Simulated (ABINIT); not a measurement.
# A GW chain in ABINIT: KF (Carobbiite), part 2 of 3

How does a plane-wave GW calculation on KF (Carobbiite) run from the first input to the gap?

ABINIT 10.8.3; LDA and many-body steps on it, plane waves. Known limits of the many-body steps: not at the basis limit; coarse k mesh.

So far. Step 2 (Ground state): The gap is direct, at Γ.

### Step 3. Bands along the symmetry lines

Level of this step: DFT, LDA, plane waves, norm-conserving pseudopotentials (ABINIT).

The cheap functional maps the bands first; the places of the edges decide which points the dearer methods must see.

The input, run.abi:

```
acell 3*1.0 Angstrom
rprim 
  -0.000000000000 2.671850000000 2.671850000000
  2.671850000000 -0.000000000000 2.671850000000
  2.671850000000 2.671850000000 0.000000000000
ntypat 2
znucl 19 9
natom 2
typat 1 2
xred 
  0.000000000000 0.000000000000 0.000000000000
  0.500000000000 0.500000000000 0.500000000000
pp_dirpath "pseudos"
pseudos "K.upf, F.upf"
ecut 36
iscf -2
irdden 1
kptopt 0
nkpt 50
kpt 
  0.00000000 0.00000000 0.00000000
  0.06250000 0.00000000 0.06250000
  0.12500000 0.00000000 0.12500000
  0.18750000 0.00000000 0.18750000
  0.25000000 0.00000000 0.25000000
  0.31250000 0.00000000 0.31250000
  0.37500000 0.00000000 0.37500000
  0.43750000 0.00000000 0.43750000
  0.50000000 0.00000000 0.50000000
  0.51562500 0.03125000 0.51562500
  0.53125000 0.06250000 0.53125000
  0.54687500 0.09375000 0.54687500
  0.56250000 0.12500000 0.56250000
  0.57812500 0.15625000 0.57812500
  0.59375000 0.18750000 0.59375000
  0.60937500 0.21875000 0.60937500
  0.62500000 0.25000000 0.62500000
  0.37500000 0.37500000 0.75000000
  0.32812500 0.32812500 0.65625000
  0.28125000 0.28125000 0.56250000
  0.23437500 0.23437500 0.46875000
  0.18750000 0.18750000 0.37500000
  0.14062500 0.14062500 0.28125000
  0.09375000 0.09375000 0.18750000
  0.04687500 0.04687500 0.09375000
  0.00000000 0.00000000 0.00000000
  0.06250000 0.06250000 0.06250000
  0.12500000 0.12500000 0.12500000
  0.18750000 0.18750000 0.18750000
  0.25000000 0.25000000 0.25000000
  0.31250000 0.31250000 0.31250000
  0.37500000 0.37500000 0.37500000
  0.43750000 0.43750000 0.43750000
  0.50000000 0.50000000 0.50000000
  0.50000000 0.46875000 0.53125000
  0.50000000 0.43750000 0.56250000
  0.50000000 0.40625000 0.59375000
  0.50000000 0.37500000 0.62500000
  0.50000000 0.34375000 0.65625000
  0.50000000 0.31250000 0.68750000
  0.50000000 0.28125000 0.71875000
  0.50000000 0.25000000 0.75000000
  0.50000000 0.21875000 0.71875000
  0.50000000 0.18750000 0.68750000
  0.50000000 0.15625000 0.65625000
  0.50000000 0.12500000 0.62500000
  0.50000000 0.09375000 0.59375000
  0.50000000 0.06250000 0.56250000
  0.50000000 0.03125000 0.53125000
  0.50000000 0.00000000 0.50000000
istwfk *1
nband 15
nbdbuf 2
tolwfr 1e-08
nstep 40
prtwf 0
prtvol 0
indata_prefix "in"
outdata_prefix "out"
tmpdata_prefix "tmp"
```

The run is started by

```
$ OMP_NUM_THREADS=1 mpirun -n 4 abinit run.abi > log
```

Numbers of over 12 decimals in the logs are rounded to 6 here.

The log of the run:

```text
.Version 10.8.3 of ABINIT. v10.8.2 released Aug 2026.

 Symmetries : space group Fm -3 m (#225); Bravais cF (face-center cubic)
[... echo of the input left out ...]
== DATASET  1 ==================================================================
-   mpi_nproc: 4, omp_nthreads: 1 (-1 if OMP is not activated)

--- !DatasetInfo
iteration_state: {dtset: 1, }
dimensions: {natom: 2, nkpt: 50, mband: 15, nsppol: 1, nspinor: 1, nspden: 1, mpw: 2693, }
cutoff_energies: {ecut:  36.0, pawecutdg:  -1.0, }
electrons: {nelect:   1.60000000E+01, charge:   0.00000000E+00, occopt:   1.00000000E+00, tsmear:   1.00000000E-02, }

 Real(R)+Recip(G) space primitive vectors, cartesian coordinates (Bohr,Bohr^-1):
 R(1)=  0.0000000  5.0490647  5.0490647  G(1)= -0.0990282  0.0990282  0.0990282
 R(2)=  5.0490647  0.0000000  5.0490647  G(2)=  0.0990282 -0.0990282  0.0990282
 R(3)=  5.0490647  5.0490647  0.0000000  G(3)=  0.0990282  0.0990282 -0.0990282
 Unit cell volume ucvol=  2.5743217E+02 bohr^3
 Angles (23,13,12)=  6.00000000E+01  6.00000000E+01  6.00000000E+01 degrees

 getcut: wavevector=  0.0000  0.0000  0.0000  ngfft=  40  40  40
         ecut(hartree)=     36.000   => boxcut(ratio)=   2.07404

--- Pseudopotential description ------------------------------------------------
- K Generated using ONCVPSP code by D. R. Hamann
- 19.00000   9.00000  180309                  znucl, zion, pspdat
12 -1012 2 -1 2170                            pspcod,pspxc,lmax,lloc,mmax
     nproj     2     2     2
  pspatm : epsatm=    8.21740868
         --- l  ekb(1:nproj) -->
             0   10.940065    0.829722
             1    4.437415    0.568178
             2   -3.386874   -1.066382
 pspatm: atomic psp has been read  and splines computed

- F Generated using ONCVPSP code by D. R. Hamann
-  9.00000   7.00000  201202                  znucl, zion, pspdat
12 -1012 2 -1 824                             pspcod,pspxc,lmax,lloc,mmax
     nproj     2     2     1
  pspatm : epsatm=    4.94580260
         --- l  ekb(1:nproj) -->
[...]
2   -2.364936
 pspatm: atomic psp has been read  and splines computed

--------------------------------------------------------------------------------

================================================================================
 prteigrs : about to open file out_EIG
 Non-SCF case, kpt    1 (  0.00000  0.00000  0.00000), residuals and eigenvalues=
  3.13E-09  1.22E-09  4.87E-09  5.10E-09  9.98E-09  5.20E-09  7.49E-09  3.12E-09
  2.75E-09  5.02E-09  9.36E-09  3.32E-09  6.39E-09  8.62E-09  5.42E-09
 -9.5408E-01 -6.7957E-01 -3.4519E-01 -3.4519E-01 -3.4519E-01 -1.1226E-02
 -1.1226E-02 -1.1226E-02  2.0271E-01  3.7626E-01  3.7626E-01  3.7626E-01
[...]
Non-SCF case, kpt    2 (  0.06250  0.00000  0.06250), residuals and eigenvalues=
  5.02E-09  2.05E-09  1.45E-09  4.87E-09  9.04E-09  5.76E-09  4.50E-09  7.52E-09
[...]
4.23E-09  2.80E-09  4.28E-09  7.26E-09  7.54E-09  6.79E-09  2.89E-09  5.18E-09
  1.21E-09  7.12E-09  1.96E-09  7.26E-09  8.13E-09  3.33E-09  5.89E-09
[...]
Non-SCF case, kpt   49 (  0.50000  0.03125  0.53125), residuals and eigenvalues=
[...]
Non-SCF case, kpt   50 (  0.50000  0.00000  0.50000), residuals and eigenvalues=
[...]
-9.4945E-01 -6.8026E-01 -3.6746E-01 -3.5357E-01 -3.5357E-01 -1.8911E-02
 -1.3197E-02 -1.3197E-02  2.8062E-01  3.6158E-01  4.0778E-01  4.8537E-01
[...]
--- !ResultsGS
iteration_state: {dtset: 1, }
comment   : Summary of ground state results
lattice_vectors:
- [ -0.0000000,   5.0490647,   5.0490647, ]
- [  5.0490647,  -0.0000000,   5.0490647, ]
- [  5.0490647,   5.0490647,   0.0000000, ]
lattice_lengths: [   7.14046,    7.14046,    7.14046, ]
lattice_angles: [ 60.000,  60.000,  60.000, ] # degrees, (23, 13, 12)
lattice_volume:   2.5743217E+02
convergence: {deltae:  0.000E+00, res2:  0.000E+00, residm:  9.976E-09, diffor:  0.000E+00, }
etotal    :  -5.46143363E+01
entropy   :   0.00000000E+00
fermie    :  -1.12255201E-02
cartesian_stress_tensor: null
pressure_GPa: null
xred      :
- [  0.0000E+00,   0.0000E+00,   0.0000E+00,  K]
- [  5.0000E-01,   5.0000E-01,   5.0000E-01,  F]
cartesian_forces: null
force_length_stats: {min: null, max: null, mean: null, }

 Integrated electronic density in atomic spheres:
 ------------------------------------------------
 Atom  Sphere_radius  Integrated_density
[...]
================================================================================

 ----iterations are completed or convergence reached----

 Mean square residual over all n,k,spin=   53.570E-10; max=  99.758E-10
 reduced coordinates (array xred) for    2 atoms
       0.000000000000      0.000000000000      0.000000000000
       0.500000000000      0.500000000000      0.500000000000

 cartesian coordinates (angstrom) at end:
    1      0.000000     0.000000     0.000000
    2      2.671850     2.671850     2.671850
 length scales=  1.889726125908  1.889726125908  1.889726125908 bohr
              =  1.000000000000  1.000000000000  1.000000000000 angstroms
 prteigrs : about to open file out_EIG
 Eigenvalues (hartree) for nkpt=  50  k points:
 kpt#   1, nband= 15, wtk=  1.00000, kpt=  0.0000  0.0000  0.0000 (reduced coord)
[...]
kpt#   2, nband= 15, wtk=  1.00000, kpt=  0.0625  0.0000  0.0625 (reduced coord)
[...]
kpt#   3, nband= 15, wtk=  1.00000, kpt=  0.1250  0.0000  0.1250 (reduced coord)
[...]
kpt#  49, nband= 15, wtk=  1.00000, kpt=  0.5000  0.0313  0.5313 (reduced coord)
  -0.94945   -0.68030   -0.36733   -0.35370   -0.35338   -0.01889   -0.01373   -0.01331
   0.28166    0.36269    0.40593    0.48537    0.50908    0.51071    0.55910
 kpt#  50, nband= 15, wtk=  1.00000, kpt=  0.5000  0.0000  0.5000 (reduced coord)
  -0.94945   -0.68026   -0.36746   -0.35357   -0.35357   -0.01891   -0.01320   -0.01320
   0.28062    0.36158    0.40778    0.48537    0.50907    0.50907    0.56150

== END DATASET(S) ==============================================================
================================================================================

 -outvars: echo values of variables after computation  --------
            nband          15
             nkpt          50
          spgroup         225
 [... the other variables as echoed above ...]

 Calculation completed.
```

Wall time 16 s (4 MPI ranks of Arm Neoverse N1, shared host); peak memory 0.27 GiB; 64 s of CPU time.

Numbers from this step:

```yaml
gap: 5.822 eV
k_of_the_valence_top: 0, 0, 0
k_of_the_conduction_bottom: 0, 0, 0
least_direct_gap: 5.822 eV
```

The gap is 5.822 eV, as in the run before at this level.

The electronic bands at the labelled points (eV, zero at the top of the highest filled band; v1 is the highest filled band, c1 the lowest empty one):

| point | v4 | v3 | v2 | v1 | c1 | c2 | c3 | c4 |
| --- | --- | --- | --- | --- | --- | --- | --- | --- |
| Γ | -9.09 | 0.00 | 0.00 | 0.00 | 5.82 | 10.54 | 10.54 | 10.54 |
| halfway | -9.20 | -0.51 | -0.05 | -0.05 | 7.65 | 8.94 | 12.02 | 12.02 |
| X | -9.32 | -0.21 | -0.05 | -0.05 | 7.94 | 10.14 | 11.40 | 13.51 |
| halfway | -9.30 | -0.21 | -0.14 | -0.10 | 8.16 | 10.38 | 11.06 | 13.51 |
| U | -9.25 | -0.35 | -0.20 | -0.19 | 8.69 | 10.43 | 10.93 | 13.48 |
| jump to K | -9.25 | -0.35 | -0.20 | -0.19 | 8.69 | 10.43 | 10.93 | 13.48 |
| halfway | -9.09 | -0.57 | -0.29 | -0.09 | 7.89 | 9.60 | 11.53 | 11.61 |
| Γ | -9.09 | 0.00 | 0.00 | 0.00 | 5.82 | 10.54 | 10.54 | 10.54 |
| halfway | -9.11 | -0.46 | -0.18 | -0.18 | 7.35 | 9.87 | 11.29 | 11.29 |
| L | -9.13 | -0.84 | -0.36 | -0.36 | 8.80 | 10.24 | 11.96 | 11.96 |
| halfway | -9.16 | -0.60 | -0.29 | -0.26 | 9.13 | 9.80 | 11.55 | 12.61 |
| W | -9.18 | -0.42 | -0.16 | -0.16 | 9.47 | 9.47 | 11.08 | 13.22 |
| halfway | -9.25 | -0.24 | -0.20 | -0.09 | 8.38 | 10.57 | 10.73 | 13.46 |
| X | -9.32 | -0.21 | -0.05 | -0.05 | 7.94 | 10.14 | 11.40 | 13.51 |

The electronic bands as a text plot (rows in eV, shown from -8.0 to 11.8 only):

```
   11.4 |    +     +++++   ++++++++        +++++     +++++++   ++
   10.6 |++++         +++++        ++++++++      +++        +++++
    9.8 |  +++     +++     ++++++++++      ++++++   +++++++++
    8.9 |     ++  +      +++++++                ++++++++   ++
    8.1 |       +++++++++       +            +++             ++++
    7.3 |    +++                 ++         +
    6.5 |  ++                      ++    +++
    5.6 |++                          ++++
    4.8 |
    4.0 |
    3.1 |
    2.3 |
    1.5 |
    0.7 |
   -0.2 |********************************************************
   -1.0 |                   *****            **********
   -1.8 |
   -2.6 |
   -3.5 |
   -4.3 |
   -5.1 |
   -5.9 |
   -6.8 |
   -7.6 |
         Γ           X  U|K            Γ         L        W     X
```

### Step 4. Empty states on the mesh, 4×4×4 mesh, 47 bands

The sums over transitions need many empty states on a uniform mesh; this step solves for them.

The input, run.abi:

```
acell 3*1.0 Angstrom
rprim 
  -0.000000000000 2.671850000000 2.671850000000
  2.671850000000 -0.000000000000 2.671850000000
  2.671850000000 2.671850000000 0.000000000000
ntypat 2
znucl 19 9
natom 2
typat 1 2
xred 
  0.000000000000 0.000000000000 0.000000000000
  0.500000000000 0.500000000000 0.500000000000
pp_dirpath "pseudos"
pseudos "K.upf, F.upf"
ecut 36
ngkpt 4 4 4
nshiftk 1
shiftk 0 0 0
kptopt 1
chksymbreak 0
iscf -2
irdden 1
istwfk *1
nband 47
nbdbuf 4
tolwfr 1e-09
nstep 60
prtvol 0
indata_prefix "in"
outdata_prefix "out"
tmpdata_prefix "tmp"
```

The log of the run:

```text
.Version 10.8.3 of ABINIT. v10.8.2 released Aug 2026.

 Symmetries : space group Fm -3 m (#225); Bravais cF (face-center cubic)
[... echo of the input left out ...]
== DATASET  1 ==================================================================
-   mpi_nproc: 4, omp_nthreads: 1 (-1 if OMP is not activated)

--- !DatasetInfo
iteration_state: {dtset: 1, }
dimensions: {natom: 2, nkpt: 8, mband: 47, nsppol: 1, nspinor: 1, nspden: 1, mpw: 2685, }
cutoff_energies: {ecut:  36.0, pawecutdg:  -1.0, }
electrons: {nelect:   1.60000000E+01, charge:   0.00000000E+00, occopt:   1.00000000E+00, tsmear:   1.00000000E-02, }

 Real(R)+Recip(G) space primitive vectors, cartesian coordinates (Bohr,Bohr^-1):
 R(1)=  0.0000000  5.0490647  5.0490647  G(1)= -0.0990282  0.0990282  0.0990282
 R(2)=  5.0490647  0.0000000  5.0490647  G(2)=  0.0990282 -0.0990282  0.0990282
 R(3)=  5.0490647  5.0490647  0.0000000  G(3)=  0.0990282  0.0990282 -0.0990282
 Unit cell volume ucvol=  2.5743217E+02 bohr^3
 Angles (23,13,12)=  6.00000000E+01  6.00000000E+01  6.00000000E+01 degrees

 getcut: wavevector=  0.0000  0.0000  0.0000  ngfft=  40  40  40
         ecut(hartree)=     36.000   => boxcut(ratio)=   2.07404

--- Pseudopotential description ------------------------------------------------
- K Generated using ONCVPSP code by D. R. Hamann
- 19.00000   9.00000  180309                  znucl, zion, pspdat
12 -1012 2 -1 2170                            pspcod,pspxc,lmax,lloc,mmax
     nproj     2     2     2
  pspatm : epsatm=    8.21740868
         --- l  ekb(1:nproj) -->
             0   10.940065    0.829722
             1    4.437415    0.568178
             2   -3.386874   -1.066382
 pspatm: atomic psp has been read  and splines computed

- F Generated using ONCVPSP code by D. R. Hamann
-  9.00000   7.00000  201202                  znucl, zion, pspdat
12 -1012 2 -1 824                             pspcod,pspxc,lmax,lloc,mmax
     nproj     2     2     1
  pspatm : epsatm=    4.94580260
         --- l  ekb(1:nproj) -->
[...]
2   -2.364936
 pspatm: atomic psp has been read  and splines computed

--------------------------------------------------------------------------------

================================================================================
 prteigrs : about to open file out_EIG
 Non-SCF case, kpt    1 (  0.00000  0.00000  0.00000), residuals and eigenvalues=
  9.32E-11  4.92E-10  2.36E-10  2.55E-10  3.58E-10  1.31E-10  4.27E-10  5.33E-10
  4.33E-11  7.97E-11  1.27E-10  2.97E-10  6.73E-11  3.13E-10  7.81E-10  7.13E-11
  3.70E-10  6.13E-10  6.03E-10  5.15E-10  9.73E-10  4.18E-11  1.04E-10  6.57E-10
[...]
6.72E-10  4.96E-10  9.46E-10  1.27E-09  5.57E-08  2.90E-07  1.73E-06
 -9.5408E-01 -6.7957E-01 -3.4519E-01 -3.4519E-01 -3.4519E-01 -1.1226E-02
 -1.1226E-02 -1.1226E-02  2.0271E-01  3.7626E-01  3.7626E-01  3.7626E-01
  4.3854E-01  4.3854E-01  5.8945E-01  8.6982E-01  8.6982E-01  8.6982E-01
  8.7595E-01  8.7595E-01  8.7595E-01  9.5985E-01  9.5985E-01  9.5985E-01
  1.0327E+00  1.0327E+00  1.1783E+00  1.3809E+00  1.3809E+00  1.3809E+00
  1.4589E+00  1.5046E+00  1.5046E+00  1.5965E+00  1.5965E+00  1.5965E+00
  1.8737E+00  1.8737E+00  1.8737E+00  1.9011E+00  1.9092E+00  1.9092E+00
  1.9092E+00  1.9600E+00  1.9600E+00  1.9600E+00  2.0096E+00
 prteigrs : prtvol=0 or 1, do not print more k-points.

--- !ResultsGS
iteration_state: {dtset: 1, }
comment   : Summary of ground state results
lattice_vectors:
- [ -0.0000000,   5.0490647,   5.0490647, ]
- [  5.0490647,  -0.0000000,   5.0490647, ]
- [  5.0490647,   5.0490647,   0.0000000, ]
lattice_lengths: [   7.14046,    7.14046,    7.14046, ]
lattice_angles: [ 60.000,  60.000,  60.000, ] # degrees, (23, 13, 12)
lattice_volume:   2.5743217E+02
convergence: {deltae:  0.000E+00, res2:  0.000E+00, residm:  9.912E-10, diffor:  0.000E+00, }
etotal    :  -5.46143363E+01
entropy   :   0.00000000E+00
fermie    :  -1.12255201E-02
cartesian_stress_tensor: null
pressure_GPa: null
xred      :
- [  0.0000E+00,   0.0000E+00,   0.0000E+00,  K]
- [  5.0000E-01,   5.0000E-01,   5.0000E-01,  F]
cartesian_forces: null
force_length_stats: {min: null, max: null, mean: null, }

 Integrated electronic density in atomic spheres:
 ------------------------------------------------
 Atom  Sphere_radius  Integrated_density
[...]
================================================================================

 ----iterations are completed or convergence reached----

 Mean square residual over all n,k,spin=   40.773E-11; max=  99.122E-11
 reduced coordinates (array xred) for    2 atoms
       0.000000000000      0.000000000000      0.000000000000
       0.500000000000      0.500000000000      0.500000000000

 cartesian coordinates (angstrom) at end:
    1      0.000000     0.000000     0.000000
    2      2.671850     2.671850     2.671850
 length scales=  1.889726125908  1.889726125908  1.889726125908 bohr
              =  1.000000000000  1.000000000000  1.000000000000 angstroms
 prteigrs : about to open file out_EIG
 Eigenvalues (hartree) for nkpt=   8  k points:
 kpt#   1, nband= 47, wtk=  0.01563, kpt=  0.0000  0.0000  0.0000 (reduced coord)
[...]
1.03271    1.03271    1.17830    1.38092    1.38092    1.38092    1.45888    1.50464
   1.50464    1.59650    1.59650    1.59650    1.87373    1.87373    1.87373    1.90111
   1.90920    1.90920    1.90920    1.96003    1.96003    1.96003    2.00955
 prteigrs : prtvol=0 or 1, do not print more k-points.

== END DATASET(S) ==============================================================
================================================================================

 -outvars: echo values of variables after computation  --------
            nband          47
             nkpt           8
          spgroup         225
 [... the other variables as echoed above ...]

 Calculation completed.
```

Run time: 11 s. Hardware: 4 MPI ranks; peak memory 0.26 GiB; 43 s of CPU time.

This step gave:

- gap: 5.822 eV
- k of the valence top: 0, 0, 0
- k of the conduction bottom: 0, 0, 0
- least direct gap: 5.822 eV
- k points computed: 8
- lowest point of the top converged band, above the valence top: 50.0072 eV

On this mesh the gap is 5.822 eV.

### Step 5. Screening, 4×4×4 mesh, 43 bands, screening to 106.1 eV

The RPA dielectric matrix is built and inverted for each q.

This step: RPA screening on LDA, plane waves, norm-conserving pseudopotentials.

run.abi: that of step 4 with these lines changed.

```diff
@@ -20,10 +20,11 @@
 chksymbreak 0
-iscf -2
-irdden 1
 istwfk *1
-nband 47
-nbdbuf 4
-tolwfr 1e-09
-nstep 60
-prtvol 0
+occopt 1
+irdwfk 1
+optdriver 3
+nband 43
+ecuteps 3.9
+inclvkb 2
+awtr 1
+symchi 1
 indata_prefix "in"
```

The log of the run:

```text
.Version 10.8.3 of ABINIT. v10.8.2 released Aug 2026.

 Symmetries : space group Fm -3 m (#225); Bravais cF (face-center cubic)
[... echo of the input left out ...]
== DATASET  1 ==================================================================
-   mpi_nproc: 4, omp_nthreads: 1 (-1 if OMP is not activated)

--- !DatasetInfo
iteration_state: {dtset: 1, }
dimensions: {natom: 2, nkpt: 8, mband: 43, nsppol: 1, nspinor: 1, nspden: 1, mpw: 2685, }
cutoff_energies: {ecut:  36.0, pawecutdg:  -1.0, }
electrons: {nelect:   1.60000000E+01, charge:   0.00000000E+00, occopt:   1.00000000E+00, tsmear:   1.00000000E-02, }

 SCREENING: Calculation of the susceptibility and dielectric matrices

 Based on a program developped by R.W. Godby, V. Olevano, G. Onida, and L. Reining.
 Incorporated in ABINIT by V. Olevano, G.-M. Rignanese, and M. Torrent.
.Using double precision arithmetic ; gwpc =  8

[... cell and pseudopotentials left out ...]
--------------------------------------------------------------------------------

 ==== K-mesh for the wavefunctions ====
 Number of points in the irreducible wedge :     8
[... list of points left out ...]
 Together with 48 symmetry operations and time-reversal symmetry
 yields    64 points in the full Brillouin Zone.

 ==== Q-mesh for the screening function ====
 Number of points in the irreducible wedge :     8
[... list of points left out ...]
 Together with 48 symmetry operations and time-reversal symmetry
 yields    64 points in the full Brillouin Zone.

 setmesh: FFT mesh size selected  =    25x   25x   25
          total number of points  =        15625

 vcoul_init : cutoff-mode = AUXILIARY_FUNCTION
 q-points for optical limit:   1
     1)      0.000010    0.000020    0.000030

- screening: taking advantage of time-reversal symmetry
- Maximum band index for partially occupied states nbvw = 8
- Remaining bands to be divided among processors   nbcw = 35
- Number of bands treated by each node ~8

 Number of electrons calculated from density =   16.0000; Expected =   16.0000
 average of density, n =  0.062152
 r_s =    1.5661
 omega_plasma =   24.0483 [eV]

 calculating chi0 at frequencies [eV] :
  1    0.000000E+00    0.000000E+00
  2    0.000000E+00    2.404829E+01

--------------------------------------------------------------------------------
  q-point number  1        q = ( 0.000000, 0.000000, 0.000000) [r.l.u.]
--------------------------------------------------------------------------------
[... chi0 elements left out ...]
 For q-point:  0.000010 0.000020 0.000030
  dielectric constant =   1.9483
  dielectric constant without local fields =   2.1502

  Average fulfillment of the sum rule on Im[epsilon] for q-point    1 :     42.91  [%]
[... wings left out ...]
  q-point number  2        q = ( 0.250000, 0.000000, 0.000000) [r.l.u.]
--------------------------------------------------------------------------------
[... chi0 elements left out ...]
  Average fulfillment of the sum rule on Im[epsilon] for q-point    2 :     58.73  [%]

 [... 6 further q-points ...]
```

Run time: 10 s. Hardware: 4 MPI ranks; peak memory 0.45 GiB.

Numbers from this step:

```
ε∞ with local fields, on this mesh, along the program's q direction : 1.948
the same without local fields                                       : 2.150
plasma frequency                                                    : 24.05 eV
plane waves in the screening matrix                                 : 113
```

Local fields lower ε∞ by 9 %. On a Γ-centred mesh this coarse the value itself is usually too large, while a short band sum pulls it down.

[end of part 2 of 3]

[Paths, hosts, dates, memory and timing lines, banners, echoed tables and standing remarks are left out of the program output.]

[Logs are printed without paths, hosts, clocks, repeated set-up lines and the standing remarks that a program may print on its own settings, such as how far it seeks lower states.]

[Runs of the session that timed out or met a known fault of the program may be left out.]

[Hosts, paths, dates, database ids (printed as entryN), source tags and the programs' standing remarks are cut or masked in the printed files.]

[G0W0 gaps are taken among the corrected bands and points alone; a level outside them can change the order at an edge.]

[Where Ansatz stands beside ABINIT at settings called matched, ABINIT's density can come from a denser mesh and the files from another edition; pairs whose starting gaps differed by over 0.03 eV were left out, so agreement reads better than it is.]
